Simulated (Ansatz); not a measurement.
Records of electronic-structure calculations.

Al2O3 (Corundum): band gap by G0W0 on PBE. The structure is trigonal, space group R-3c (No. 167). The conventional cell has a = 4.760 Å, b = 4.760 Å, c = 12.996 Å, α = 90.00°, β = 90.00°, γ = 120.00°. Nearest to Al lie 6 O at 1.85 to 1.97 Å. O has 4 Al at 1.85 to 1.97 Å nearest. Farther neighbours and most contacts between anions are not listed. The calculation used DFT, PBE, plane waves, PAW (and 1 further level or step) in Ansatz 0.2.0, with cutoff 420 eV, 6×6×6 k-mesh, smearing width 0.02 eV, default PAW in one of its runs. The PBE gap is 6.22 eV, direct, the G0W0 gap on the mesh is 8.97 eV, from k = Γ to k = Γ and the GW settings are 4×4×4 mesh, 466 empty bands, screening to 180 eV. The known limits are not at the basis limit. It took 2 runs, 34 s in all on 1 × NVIDIA H100 80GB HBM3 (shared by 6 runs) with 3 threads of AMD EPYC 7R13 (Zen 3), shared host (the runs of this entry). G0W0 changes the gap by +2.75 eV, from 6.22 eV to 8.97 eV on the mesh: the valence edge shifts by −1.48 eV and the conduction edge by +1.28 eV on the run's own scale. Z is 0.81 and 0.85 at the edges, as usual for well-defined quasiparticles. The cell and positions come from the Crystallography Open Database and are kept as given unless a step says otherwise.

```
Al O
1.0
     2.38025    1.37424    4.33187
    -2.38025    1.37424    4.33187
     0.00000   -2.74848    4.33187
Al O
4 6
Direct
  0.35216 0.35216 0.35216
  0.14784 0.14784 0.14784
  0.64784 0.64784 0.64784
  0.85216 0.85216 0.85216
  0.55668 0.94332 0.25000
  0.25000 0.55668 0.94332
  0.94332 0.25000 0.55668
  0.44332 0.05668 0.75000
  0.75000 0.44332 0.05668
  0.05668 0.75000 0.44332
```

[Paths, hosts, dates, memory and timing lines, banners, echoed tables and standing remarks are left out of the program output.]

[Logs are printed without paths, hosts, clocks, repeated set-up lines and the standing remarks that a program may print on its own settings, such as how far it seeks lower states.]

[Runs of the session that timed out or met a known fault of the program may be left out.]

[Cells called generated may have been cut or substituted from an entry of the Crystallography Open Database or the Materials Project.]

[No measured gap is set beside runs whose start may be inverted or whose files or cutoffs have a known fault.]

[Hosts, paths, dates, database ids (printed as entryN), source tags and the programs' standing remarks are cut or masked in the printed files.]
